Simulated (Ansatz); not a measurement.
An input for Ansatz 0.2.0 (Cs2AgBiF6 (Fm-3m)):

```yaml
crystal:
  lattice:
    - [0.0, 4.5338473883, 4.5338473883]
    - [4.5338473883, 0.0, 4.5338473883]
    - [4.5338473883, 4.5338473883, 0.0]
  atoms:
    - { symbol: Cs, position: [0.75, 0.75, 0.75] }
    - { symbol: Cs, position: [0.25, 0.25, 0.25] }
    - { symbol: Ag, position: [0.5, 0.5, 0.5] }
    - { symbol: Bi, position: [0.0, 0.0, 0.0] }
    - { symbol: F, position: [0.7581260763, 0.2418739237, 0.2418739237] }
    - { symbol: F, position: [0.2418739237, 0.2418739237, 0.7581260763] }
    - { symbol: F, position: [0.2418739237, 0.7581260763, 0.7581260763] }
    - { symbol: F, position: [0.2418739237, 0.7581260763, 0.2418739237] }
    - { symbol: F, position: [0.7581260763, 0.2418739237, 0.7581260763] }
    - { symbol: F, position: [0.7581260763, 0.7581260763, 0.2418739237] }
kpoints:
  mp_grid: { grid: [4, 4, 4] }
hamiltonian:
  xc: pbe
  pseudopotentials: { kind: paw, azcp: { folder: soft_1 } }
scf:
  occupations: { method: fermi_dirac, width: 0.02 }
relax:
  f_tol: 0.01
```

```sh
ansatz run input.yaml --threads 2 --pin off --max-ram 92160MiB --backend cuda --events-out ev --progress --plain --runs-dir out --devices 1 --max-vram 13GiB
```

Question: Estimate wall time and host memory on 1 × NVIDIA H100 80GB HBM3 (shared by 6 runs) with 2 threads of AMD EPYC 7R13 (Zen 3), shared host.

It took 17 s; on shared hardware allow 8.5 s to 34 s. Peak host memory was 0.98 GiB. The sizes that set the cost: 3695 plane waves a state, 8 irreducible k points and 21 SCF cycles.

[Paths, hosts, dates, memory and timing lines, banners, echoed tables and standing remarks are left out of the program output.]

[Logs are printed without paths, hosts, clocks, repeated set-up lines and the standing remarks that a program may print on its own settings, such as how far it seeks lower states.]

[Runs of the session that timed out or met a known fault of the program may be left out.]

[Cells called generated may have been cut or substituted from an entry of the Crystallography Open Database or the Materials Project.]

[Hosts, paths, dates, database ids (printed as entryN), source tags and the programs' standing remarks are cut or masked in the printed files.]
